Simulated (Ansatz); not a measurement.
# HfSi (model cell, started as wurtzite): phonons and vibrational spectra

How does HfSi (model cell, started as wurtzite) vibrate, and is this structure a minimum?

Method: DFT PBEsol, scalar-relativistic, plane waves, PAW, in Ansatz 0.2.0.

The structure was built from a prototype and need not be the compound's stable phase.

**1. Set-up**

It takes space group P6_3mc (No. 186, hexagonal). The conventional cell has a = 4.083 Å, b = 4.083 Å, c = 6.668 Å, α = 90.00°, β = 90.00°, γ = 120.00°. Hf has 4 Si at 2.50 Å nearest. Si has 4 Hf at 2.50 Å nearest. Farther neighbours are not listed.

**2. Coarse relaxation**

The start is far from rest, so a relaxation with loose tolerances brings it close first.

Contents of input.yaml:

```yaml
crystal:
  lattice:
    - [4.08314, 0.0, 0.0]
    - [-2.04157, 3.5361, 0.0]
    - [0.0, 0.0, 6.66776]
  atoms:
    - { symbol: Hf, position: [0.333333, 0.666667, 0.0] }
    - { symbol: Hf, position: [0.666667, 0.333333, 0.5] }
    - { symbol: Si, position: [0.333333, 0.666667, 0.375] }
    - { symbol: Si, position: [0.666667, 0.333333, 0.875] }
kpoints:
  mp_grid: { grid: [6, 6, 4] }
hamiltonian:
  xc: pbesol
scf:
  occupations: { method: gaussian, width: 0.1 }
output:
  forces: true
  stress: true
  eigenvalues: true
relax:
  adjacent_minimum: "off"
  f_tol: 0.05
  max_steps: 80
  cell: { stress_tol: 0.5 }
```

Run with:

```bash
> ansatz run input.yaml --threads 4 --pin off --max-ram 7168MiB --backend cpu --events-out ev --progress --plain --runs-dir out
```

Numbers of over 12 decimals in the logs are rounded to 6 here.

Output:

```text
[...]
cell:  # Å, volume = 92.8803 Å³
    - [4.540638, 0, 0.0]
    - [-2.270319, 3.932307, 0.0]
    - [0.0, 0.0, 5.201868]
  atoms:
    - { symbol: Hf, position: [0.333333, 0.666667, -0.062612] }
    - { symbol: Hf, position: [0.666667, 0.333333, 0.437388] }
    - { symbol: Si, position: [0.333333, 0.666667, 0.437612] }
    - { symbol: Si, position: [0.666667, 0.333333, 0.937612] }
[key lines of the parts left out:]
SCF converged after 5 iterations
Free energy (F): -32439.540643 eV
Fermi energy:    11.097828 eV
P = ⅓ Tr σ = 0.0951 GPa (0.951 kbar)
```

Wall time 21 s (4 threads of Arm Neoverse V1, shared host); peak memory 0.43 GiB; 80 s of CPU time.

Relaxation path:

| step | energy less that of the first step (eV) | largest force component (eV/Å) | pressure (GPa) | volume (Å³) |
| --- | --- | --- | --- | --- |
| 1 | 0.0000 | 0.3230 | 8.31 | 96.27 |
| 2 | -0.3830 | 0.3472 | -0.45 | 106.35 |
| 3 | -0.7622 | 0.5624 | -3.10 | 107.08 |
| 4 | -1.3260 | 0.6931 | -4.68 | 104.83 |
| 5 | -2.0360 | 0.7395 | -5.43 | 101.36 |
| 6 | -2.6557 | 0.5926 | -2.87 | 95.88 |
| 7 | -2.7940 | 0.0701 | 0.74 | 92.53 |
| 8 | -2.8101 | 0.0109 | 0.00 | 92.88 |
| 9* | -2.8180 | 0.0107 | 0.10 | 92.88 |

Relaxation steps marked * repeat the geometry before them on a plane-wave basis chosen anew for their cell, so energy and pressure can jump there.

Forces are held to the 12 operations that the run works with; a distortion that breaks them can't arise in this run.

| cell as run | before | after | change |
| --- | --- | --- | --- |
| a (Å) | 4.083 | 4.541 | +11.2 % |
| b (Å) | 4.083 | 4.541 | +11.2 % |
| c (Å) | 6.668 | 5.202 | -22.0 % |
| volume (Å³/atom) | 24.07 | 23.22 | -3.5 % |

The atoms that moved most (Å, as changes of fractional coordinates times the final cell):

| atom | dx | dy | dz | length |
| --- | --- | --- | --- | --- |
| Hf1 | 0.000 | 0.000 | -0.326 | 0.326 |
| Si3 | 0.000 | 0.000 | 0.326 | 0.326 |
| Si4 | 0.000 | 0.000 | 0.326 | 0.326 |
| Hf2 | 0.000 | 0.000 | -0.326 | 0.326 |

The relaxed structure:

```cif
data_structure
_symmetry_space_group_name_H-M 'P 1'
_symmetry_Int_Tables_number 1
_cell_length_a 4.5406
_cell_length_b 4.5406
_cell_length_c 5.2019
_cell_angle_alpha 90.000
_cell_angle_beta 90.000
_cell_angle_gamma 120.000
_cell_volume 92.88
loop_
_atom_site_label
_atom_site_type_symbol
_atom_site_fract_x
_atom_site_fract_y
_atom_site_fract_z
_atom_site_occupancy
Hf1 Hf 0.33333 0.66667 0.93739 1
Hf2 Hf 0.66667 0.33333 0.43739 1
Si3 Si 0.33333 0.66667 0.43761 1
Si4 Si 0.66667 0.33333 0.93761 1
```

This step gave:

* pressure: 0.09507 GPa
* volume per atom: 23.22 Å³
* gap on the k-mesh: 0 eV

In this step the volume went from 24.07 to 23.22 Å³/atom.

**3. Relaxation**

The cell and atoms are relaxed, since residual forces and stress would shift the frequencies.

Contents of input.yaml:

```yaml
crystal:
  lattice:
    - [4.540637517, 0.0, 0.0]
    - [-2.2703187585, 3.9323074391, 0.0]
    - [0.0, 0.0, 5.2018679523]
  atoms:
    - { symbol: Hf, position: [0.3333333333, 0.6666666667, -0.0626124971] }
    - { symbol: Hf, position: [0.6666666667, 0.3333333333, 0.4373875029] }
    - { symbol: Si, position: [0.3333333333, 0.6666666667, 0.4376124971] }
    - { symbol: Si, position: [0.6666666667, 0.3333333333, 0.9376124971] }
kpoints:
  mp_grid: { grid: [9, 9, 8] }
hamiltonian:
  xc: pbesol
scf:
  occupations: { method: gaussian, width: 0.1 }
output:
  forces: true
  stress: true
  eigenvalues: true
  write_density: true
  write_potential: true
  elf: true
  volumetric_format: npy
relax:
  adjacent_minimum: "off"
  f_tol: 0.005
  max_steps: 80
  cell: { stress_tol: 0.05 }
```

Output:

```text
[...]
Crystal: 4 atoms, lattice volume = 92.880 Å³
Basis set: ecut = 420 eV, 1823 PW (Γ), exchange–correlation on 64×64×72 points (8 copies of the dense FFT grid, shifted against one another)
Bands: 36, of which v1, the nominal top of the filled ones, is band 30 counted from 1 (29 counted from 0)
Symmetry: 12 space group operations
[...]
k-points: 60 of 648 (time reversal used)
[...]
SCF iter   1: F=—  HF=-32439.574864 eV  |F-HF|=—  |Δ(HF+E_count)|=         —  Δρ=4.67e-3  dr2=2.49e-2  ethr=1.77e-3  ⟨swp⟩=5.4  Hψ=7664  notcnv=0
[...]
SCF iter   7: F=-32439.567120 eV  HF=-32439.567120 eV  |F-HF|=3.17e-8  |Δ(HF+E_count)|=   2.94e-7  Δρ=5.68e-6  dr2=4.41e-8  ethr=1.67e-10  ⟨swp⟩=10.2  Hψ=14715  notcnv=0
SCF 1 converged in 7 iterations: F = -32439.567120 eV  dr2 = 4.41e-8
[...]
relax step   1: F+E_penalty+E_count = -32439.56711995 eV  Δ(F+E_penalty+E_count) = +0.000e0 eV  max|allowed force component| = 1.281e-2 eV/Å  Δτ_max = 0.0000 Å  P = +0.004 GPa  Ω = 92.880 Å³  (7 SCF iters, dr2 threshold 1.00e-7 eV, accepted)
Crystal: 4 atoms, lattice volume = 92.958 Å³
[...]
SCF iter   4: F=-32439.567370 eV  HF=-32439.567370 eV  |F-HF|=3.57e-7  |Δ(HF+E_count)|=   5.11e-7  Δρ=1.41e-5  dr2=1.92e-7  ethr=6.67e-10  ⟨swp⟩=9.4  Hψ=18379  notcnv=0
SCF 2 converged in 4 iterations: F = -32439.567370 eV  dr2 = 1.92e-7
relax step   2: F+E_penalty+E_count = -32439.56737013 eV  Δ(F+E_penalty+E_count) = -2.502e-4 eV  max|allowed force component| = 4.543e-3 eV/Å  Δτ_max = 0.0008 Å  P = +0.003 GPa  Ω = 92.958 Å³  energy of the carried Pulay correction = -1.586e-5 eV  (4 SCF iters, dr2 threshold 4.00e-7 eV, accepted)
Crystal: 4 atoms, lattice volume = 92.937 Å³
[...]
SCF iter   4: F=-32439.567452 eV  HF=-32439.567452 eV  |F-HF|=7.08e-9  |Δ(HF+E_count)|=   6.85e-7  Δρ=5.41e-6  dr2=2.14e-8  ethr=2.01e-10  ⟨swp⟩=8.2  Hψ=16867  notcnv=0
SCF 3 converged in 4 iterations: F = -32439.567452 eV  dr2 = 2.14e-8
[...]
relax step   3: F+E_penalty+E_count = -32439.56745182 eV  Δ(F+E_penalty+E_count) = -8.169e-5 eV  max|allowed force component| = 2.435e-4 eV/Å  Δτ_max = 0.0002 Å  P = -0.001 GPa  Ω = 92.937 Å³  energy of the carried Pulay correction = -1.157e-5 eV  (4 SCF iters, dr2 threshold 1.20e-7 eV, accepted)
[...]
SCF iter   5: F=-32439.567461 eV  HF=-32439.567461 eV  |F-HF|=7.28e-12  |Δ(HF+E_count)|=  3.64e-12  Δρ=1.06e-7  dr2=1.07e-11  ethr=1.00e-12  ⟨swp⟩=6.3  Hψ=10274  notcnv=0
SCF 4 converged in 5 iterations: F = -32439.567461 eV  dr2 = 1.07e-11
relax step   4: F+E_penalty+E_count = -32439.56746144 eV  Δ(F+E_penalty+E_count) = -9.623e-6 eV  max|allowed force component| = 2.304e-4 eV/Å  Δτ_max = 0.0000 Å  P = -0.001 GPa  Ω = 92.937 Å³  stress off target by 2.36e-3 GPa  SCF on the basis re-selected at this cell (its energy is not comparable with the rows above)  (5 SCF iters)
[...]
SCF converged after 5 iterations
Free energy (F): -32439.567461 eV
[...]
Internal energy: -32439.566307 eV  (E = F + TS)
E sigma→0 (E₀):  -32439.566884 eV
Entropy (-TS):   -0.001155 eV (-0.289 meV/atom)
Fermi energy:    11.234995 eV
[...]
--- Forces (eV/Å), atoms counted from 1 ---
  atom   1  Hf     0.00000000    -0.00000000     0.00023040
  atom   2  Hf    -0.00000000     0.00000000     0.00023040
  atom   3  Si     0.00000000    -0.00000000    -0.00023035
  atom   4  Si    -0.00000000     0.00000000    -0.00023035
  max |Σ_I F_I| component: 9.73e-8 eV/Å
--- Stress (GPa, compression-positive) ---
       -0.002355       0.000000       0.000000
        0.000000      -0.002355      -0.000000
        0.000000      -0.000000       0.000586
  P = ⅓ Tr σ = -0.0014 GPa (-0.014 kbar)
--- Band table (eV; the first three rows and the last of 60) ---
  k-point 0: bands = [... 26 lower, 9.5085, 9.8146, 9.8146, 11.5740, 11.5740, 12.5062, 14.0800, 14.2710, ... 2 higher]
  k-point 1: bands = [... 26 lower, 9.4617, 9.6890, 9.6890, 11.8357, 11.8357, 12.0430, 14.1728, 14.5059, ... 2 higher]
  k-point 2: bands = [... 26 lower, 9.3546, 9.4624, 9.4624, 11.0087, 12.4588, 12.4588, 14.2863, 14.7710, ... 2 higher]
  k-point 59: bands = [... 26 lower, 9.2440, 9.2440, 10.3625, 10.3625, 12.0549, 12.0549, 14.4322, 14.4322, ... 2 higher]
--- Relaxed structure (3 steps of the walk, 3 accepted, 1 SCFs on fresh bases) ---
[...]
cell:  # Å, volume = 92.9370 Å³
    - [4.545347, 0, 0]
    - [-2.272673, 3.936386, 0]
    - [0, 0, 5.194262]
  atoms:
    - { symbol: Hf, position: [0.333333, 0.666667, -0.062502] }
    - { symbol: Hf, position: [0.666667, 0.333333, 0.437498] }
    - { symbol: Si, position: [0.333333, 0.666667, 0.437502] }
    - { symbol: Si, position: [0.666667, 0.333333, 0.937502] }
```

Run time: 24 s. Hardware: 4 threads; peak memory 0.49 GiB.

Step by step:

| step | energy less that of the first step (eV) | largest force component (eV/Å) | pressure (GPa) | volume (Å³) |
| --- | --- | --- | --- | --- |
| 1 | 0.0000 | 0.0128 | 0.00 | 92.88 |
| 2 | -0.0003 | 0.0045 | 0.00 | 92.96 |
| 3 | -0.0003 | 0.0002 | 0.00 | 92.94 |
| 4* | -0.0003 | 0.0002 | 0.00 | 92.94 |

Relaxation steps marked * repeat the geometry before them on a plane-wave basis chosen anew for their cell, so energy and pressure can jump there.

The run keeps the 12 symmetry operations that it works with, so distortions that break them were not tested.

| cell as run | before | after | change |
| --- | --- | --- | --- |
| a (Å) | 4.541 | 4.545 | +0.1 % |
| b (Å) | 4.541 | 4.545 | +0.1 % |
| c (Å) | 5.202 | 5.194 | -0.1 % |
| volume (Å³/atom) | 23.22 | 23.23 | +0.1 % |

Final coordinates:

```xyz
4
Lattice="4.5453 0.0000 0.0000 -2.2727 3.9364 0.0000 0.0000 0.0000 5.1943" Properties=species:S:1:pos:R:3 pbc="T T T"
Hf    0.0000    2.6243   -0.3247
Hf    2.2727    1.3121    2.2725
Si    0.0000    2.6243    2.2725
Si    2.2727    1.3121    4.8696
```

This step gave:

* pressure: -0.001375 GPa
* volume per atom: 23.23 Å³

ELF in the ac plane at fractional y = 0.333, with atoms of Hf and Si within 0.2 Å of it. It is the smooth field of the valence electrons, not physical close to the nuclei.

Ten even steps from '0' (0.06) to '9' (0.83), each cell a mean:
```
30002687343588
30002697433798
30002689767897
31012578888876
33333443343334
45554211344112
56775214898511
57776227999831
57776227999841
57775215999621
46665201465201
44344332232223
31113567777765
30002689878987
30002698534797
```
Columns run along a (4.5 Å), rows up along c (5.2 Å). Atoms in or near the plane, at fractional coordinates: Hf at (0.67, 0.44), Si at (0.67, 0.94).

Valence density in the ac plane at fractional y = 0.333, with atoms of Hf and Si within 0.2 Å of it. It is the smooth field of the valence electrons, not physical close to the nuclei.

Values in e/Å³, 15 rows by 14 columns, each cell a mean:
```
 0  0  0  0  0  0  0  0  0  0  0  0  0  0
 0  0  0  0  0  0  0  0  0  0  0  0  0  0
 0  0  0  0  0  0  0  0  0  0  0  0  0  0
 0  0  0  0  0  0  0  0  0  0  0  0  0  0
 0  0  0  0  0  0  0  0  0  0  0  0  0  0
 0  0  0  0  0  0  0  0  1  2  1  1  0  0
 0  0  0  0  0  0  0  1  5  8  7  2  1  0
 0  0  0  0  0  0  1  4 15 25 19  6  1  0
 0  0  0  0  0  0  1  5 17 28 22  7  1  0
 0  0  0  0  0  0  0  2  8 13 10  3  1  0
 0  0  0  0  0  0  0  1  2  3  2  1  0  0
 0  0  0  0  0  0  0  0  0  0  0  0  0  0
 0  0  0  0  0  0  0  0  0  0  0  0  0  0
 0  0  0  0  0  0  0  0  0  0  0  0  0  0
 0  0  0  0  0  0  0  0  0  0  0  0  0  0
```
Columns run along a (4.5 Å), rows up along c (5.2 Å). Atoms in or near the plane, at fractional coordinates: Hf at (0.67, 0.44), Si at (0.67, 0.94).

Electrostatic potential energy in the ac plane at fractional y = 0.333, with atoms of Hf and Si within 0.2 Å of it. With pseudopotentials it is smooth inside the atoms' cores, unlike the true potential.

Ten even steps from '0' (-39 eV) to '9' (15 eV), each cell a mean:
```
98889984000279
99889985000379
99999997433689
99999999878899
99999999888899
99999987656789
99999975222478
99999863121258
99999863122258
99999974211368
99999987544689
99999998878899
99999999888999
99999998645799
99899985100489
```
Columns run along a (4.5 Å; values clipped at the 3rd and 97th percentile), rows up along c (5.2 Å). Atoms in or near the plane, at fractional coordinates: Hf at (0.67, 0.44), Si at (0.67, 0.94).

In this step the volume went from 23.22 to 23.23 Å³/atom.

**4. Tight relaxation**

Phonons need a cell at rest on their own settings, so the relaxation is repeated with tight tolerances on forces and stress on the k mesh and occupations of the first response run.

Contents of input.yaml:

```yaml
crystal:
  lattice:
    - [4.5453468299, 0.0, 0.0]
    - [-2.2726734149, 3.9363858237, 0.0]
    - [0.0, 0.0, 5.1942624612]
  atoms:
    - { symbol: Hf, position: [0.3333333333, 0.6666666667, -0.0625019912] }
    - { symbol: Hf, position: [0.6666666667, 0.3333333333, 0.4374980088] }
    - { symbol: Si, position: [0.3333333333, 0.6666666667, 0.4375019912] }
    - { symbol: Si, position: [0.6666666667, 0.3333333333, 0.9375019912] }
kpoints:
  mp_grid: { grid: [10, 10, 8] }
hamiltonian:
  xc: pbesol
scf:
  occupations: { method: methfessel_paxton, width: 0.15 }
output:
  forces: true
  stress: true
  eigenvalues: true
relax:
  adjacent_minimum: "off"
  f_tol: 0.001
  max_steps: 60
  cell: { stress_tol: 0.01 }
```

Output:

```text
[...]
Crystal: 4 atoms, lattice volume = 92.937 Å³
Basis set: ecut = 420 eV, 1823 PW (Γ), exchange–correlation on 64×64×72 points (8 copies of the dense FFT grid, shifted against one another)
Bands: 36, of which v1, the nominal top of the filled ones, is band 30 counted from 1 (29 counted from 0)
Symmetry: 24 space group operations
[...]
--- Relaxed structure (1 steps of the walk, 1 accepted, 1 SCFs on fresh bases) ---
[...]
cell:  # Å, volume = 92.9370 Å³
    - [4.545347, -2.8867482026824143e-11, 0.0]
    - [-2.272673, 3.936386, 0.0]
    - [0.0, 0.0, 5.1942624612]
  atoms:
    - { symbol: Hf, position: [0.333333, 0.666667, -0.062500] }
    - { symbol: Hf, position: [0.666667, 0.333333, 0.437500] }
    - { symbol: Si, position: [0.333333, 0.666667, 0.437500] }
    - { symbol: Si, position: [0.666667, 0.333333, 0.937500] }
[key lines of the parts left out:]
SCF converged after 7 iterations
Free energy (F): -32439.563709 eV
Fermi energy:    11.214699 eV
P = ⅓ Tr σ = -0.0004 GPa (-0.004 kbar)
```

Run time: 8.6 s. Hardware: 4 threads; peak memory 0.53 GiB.

Little changed from the start: no atom moved by 0.005 Å and no cell edge by 0.1 %.

Numbers from this step:

* pressure: -3.57e-4 GPa

The forces vanish by symmetry and the pressure is 0.000 GPa, within the tolerances set. The cell now holds 23.23 Å³/atom. Within 0.01 Å the structure now has space group P6_3/mmc, not the P6_3mc of the start.

**5. Zone-centre response**

The zone centre comes first: it holds the modes that light can see, as far as symmetry allows. No field response is asked, since the mesh shows no gap.

input.yaml, the sections that differ from step 4:

```yaml
crystal:
  lattice:
    - [4.5453468299, 0.0, 0.0]
    - [-2.2726734149, 3.9363858237, 0.0]
    - [0.0, 0.0, 5.1942624612]
  atoms:
    - { symbol: Hf, position: [0.3333333333, 0.6666666667, -0.0625] }
    - { symbol: Hf, position: [0.6666666667, 0.3333333333, 0.4375] }
    - { symbol: Si, position: [0.3333333333, 0.6666666667, 0.4375] }
    - { symbol: Si, position: [0.6666666667, 0.3333333333, 0.9375] }
output:
  eigenvalues: true
phonons:
  method: dfpt
# kpoints, hamiltonian, scf: as in step 4
# relax: removed
```

Output:

```text
zone centre: on kpoints.mp_grid the ground state, and the responses unless they are solved on pairs of k-points, stand on 155 of the mesh's 800 k-points, reduced under 4 symmetry operations, with k and −k counted as one. Each operation leaves every solved displacement unchanged or reverses it
[...]
Crystal: 4 atoms, lattice volume = 92.937 Å³
Basis set: ecut = 420 eV, 1823 PW (Γ), exchange–correlation on 64×64×80 points (8 copies of the dense FFT grid, shifted against one another)
Bands: 36, of which v1, the nominal top of the filled ones, is band 30 counted from 1 (29 counted from 0)
Symmetry: 24 space group operations
k-points: 155 of 800 (irreducible under 4 space group operations, time reversal used)
[...]
SCF iter   1: F=—  HF=-32439.571816 eV  |F-HF|=—  |Δ(HF+E_count)|=         —  Δρ=4.79e-3  dr2=2.62e-2  ethr=1.77e-3  ⟨swp⟩=5.2  Hψ=19646  notcnv=0
[...]
SCF iter  11: F=-32439.563709 eV  HF=-32439.563709 eV  |F-HF|=0.00e0  |Δ(HF+E_count)|=  2.91e-11  S|Δr|=    0.00e0  Δρ=6.08e-8  dr2=3.24e-12  ethr=1.00e-12  ⟨swp⟩=9.1  Hψ=27301  notcnv=0
SCF 1 converged in 11 iterations: F = -32439.563709 eV  dr2 = 3.24e-12
[...]
DFPT response loops at Γ: preconditioner auto → Kerker (q_TF=auto, 2.536 Å⁻¹) (partly filled bands, converged f_vac=0.057); β = 1.00, the filter's whole step (`scf.mixing.beta` (0.50) is not read by the response loops under this deck's `scf.mixing.preconditioner`; to damp them name `kerker` or `kerker_dos`, under which they read `scf.mixing.beta`, and type it under 1.00, their step now; both keys bind the ground state too); Broyden in place of MSR1
SCF converged after 11 iterations
[...]
Free energy (F): -32439.563709 eV
[...]
Internal energy: -32439.563900 eV  (E = F + TS)
E sigma→0 (E₀):  -32439.563756 eV
Entropy (-TS):   0.000191 eV (0.048 meV/atom)
Fermi energy:    11.214698 eV
[...]
--- Band table (eV; the first three rows and the last of 155) ---
  k-point 0: bands = [... 26 lower, 9.5081, 9.8142, 9.8142, 11.5745, 11.5745, 12.5067, 14.0805, 14.2718, ... 2 higher]
  k-point 1: bands = [... 26 lower, 9.4614, 9.6886, 9.6886, 11.8361, 11.8361, 12.0436, 14.1731, 14.5063, ... 2 higher]
  k-point 2: bands = [... 26 lower, 9.3543, 9.4622, 9.4622, 11.0095, 12.4591, 12.4591, 14.2864, 14.7714, ... 2 higher]
  k-point 154: bands = [... 26 lower, 9.4292, 9.4292, 10.2243, 10.2243, 12.3273, 12.3273, 13.9505, 13.9505, ... 2 higher]
--- Phonons (Γ-DFPT): 4 representative perturbations + reference, on 155 of 800 k-points (Σ response iterations 12) ---
  k mesh reduced under 4 symmetry operations, with k and −k counted as one. Each operation leaves every solved displacement unchanged or reverses it
  ASR residual: 1.845e-5 → 0.000e0 eV/Å²; symmetrization residual: 7.618e-6 eV/Å²
  ASR residual per site (eV/Å²): 1.84e-5 1.84e-5 1.34e-5 1.34e-5
  Γ frequencies (cm⁻¹): 0.00 0.00 0.00 80.26 94.19 94.19 318.32 318.32 322.11 322.11 349.77 390.83
  non-analytic LO–TO correction: not included (Born effective charges unavailable; polar crystals: no LO–TO splitting at Γ)
```

Wall time 76 s (4 threads); peak memory 1.8 GiB; 4.8 min of CPU time.

Numbers from this step:

- sum-rule residual before enforcement: 1.84e-5 eV/Å²
- point group: 6/mmm
- highest optical mode at the zone centre (no LO-TO term): 390.8 cm⁻¹
- lowest optical zone-centre mode: 80.26 cm⁻¹

Patterns of degenerate modes are one choice out of their space. The modes at Γ (shares of kinetic energy by element, %):

| mode | frequency (cm⁻¹) | symmetry | Hf % | Si % |
| --- | --- | --- | --- | --- |
| 1 | 0.0 | acoustic | 86 | 14 |
| 2 | 0.0 | acoustic | 86 | 14 |
| 3 | 0.0 | acoustic | 86 | 14 |
| 4 | 80.3 | B1g | 90 | 10 |
| 5 | 94.2 | E2g | 92 | 8 |
| 6 | 94.2 | E2g | 92 | 8 |
| 7 | 318.3 | E2g | 8 | 92 |
| 8 | 318.3 | E2g | 8 | 92 |
| 9 | 322.1 | E1u | 14 | 86 |
| 10 | 322.1 | E1u | 14 | 86 |
| 11 | 349.8 | A2u | 14 | 86 |
| 12 | 390.8 | B1g | 10 | 90 |

Displacements in mode 4 (80.3 cm⁻¹), the largest set to 1:
```
Hf1  0.00  0.00 -1.00
Hf2  0.00  0.00  1.00
Si3  0.00  0.00 -0.86
Si4  0.00  0.00  0.86
```

Displacements in mode 5 (94.2 cm⁻¹), the largest set to 1:
```
Hf1  0.00 -1.00  0.00
Hf2  0.00  1.00  0.00
Si3  0.00  0.75  0.00
Si4  0.00 -0.75  0.00
```

Before it was imposed, the acoustic sum rule was missed by 1.8e-5 eV/Å². Small misses are needed for a sound result but don't prove that mesh and cutoff are converged. The lowest optical mode is real, 80.3 cm⁻¹.

(Part 1 of 2 ends here.)

[Logs are printed without paths, hosts, clocks, repeated set-up lines and the standing remarks that a program may print on its own settings, such as how far it seeks lower states.]

[Hosts, paths, dates, database ids (printed as entryN), source tags and the programs' standing remarks are cut or masked in the printed files.]
